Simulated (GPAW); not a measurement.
Records of electronic-structure calculations.

A GW chain in GPAW: ZrSe2 (1T monolayer). The cell holds 3 atoms: 1 Zr and 2 Se. Cell: a = 3.711 Å, b = 3.711 Å, c = 14.500 Å, α = 90.0°, β = 90.0°, γ = 120.0°. Vacuum lies along c. The calculation used DFT, LDA, plane waves, PAW (and 1 further level or step) in GPAW 26.7.0, with cutoff 450 eV, GPAW PAW setups 1.2.1 data release, 9×9×1 k-mesh, nbands 290. The LDA gap is 0.32 eV, indirect. The G0W0 gap on the mesh is 1.33 eV, the GW settings are 9×9×1 mesh, 130 bands, screening to 48 eV, full frequency, Hilbert transform and the known limits are short of the basis limit; no spin-orbit coupling. It took 3 runs, 5 min in all on 4 MPI ranks of Arm Neoverse V1, shared host. G0W0 moves the gap on the mesh from 0.32 eV to 1.33 eV (+1.01 eV), with Z of 0.72 and 0.70 at the edges. Bands and cutoff are finite, so the gap stands short of the basis limit, usually by up to a few tenths of an eV; the mesh is an error of its own. The structure was relaxed with LDA. Limits: no spin-orbit coupling.

[Paths, hosts, dates, memory and timing lines, banners, echoed tables and standing remarks are left out of the program output; an Ansatz launch command may be rebuilt from the run's recorded settings. Measured values are a selection of at most five: reports struck by readers or far from the other reports are left out. None is set beside runs whose start may be inverted or whose files or cutoffs have a known fault.]

[Runs of the session that timed out or met a known fault of the program may be left out.]

[Hosts, paths, dates, database ids (printed as entryN), source tags and the programs' standing remarks are cut or masked in the printed files.]

[Where the starting crystal was built by hand or by swapping elements, it need not be the compound's stable phase.]
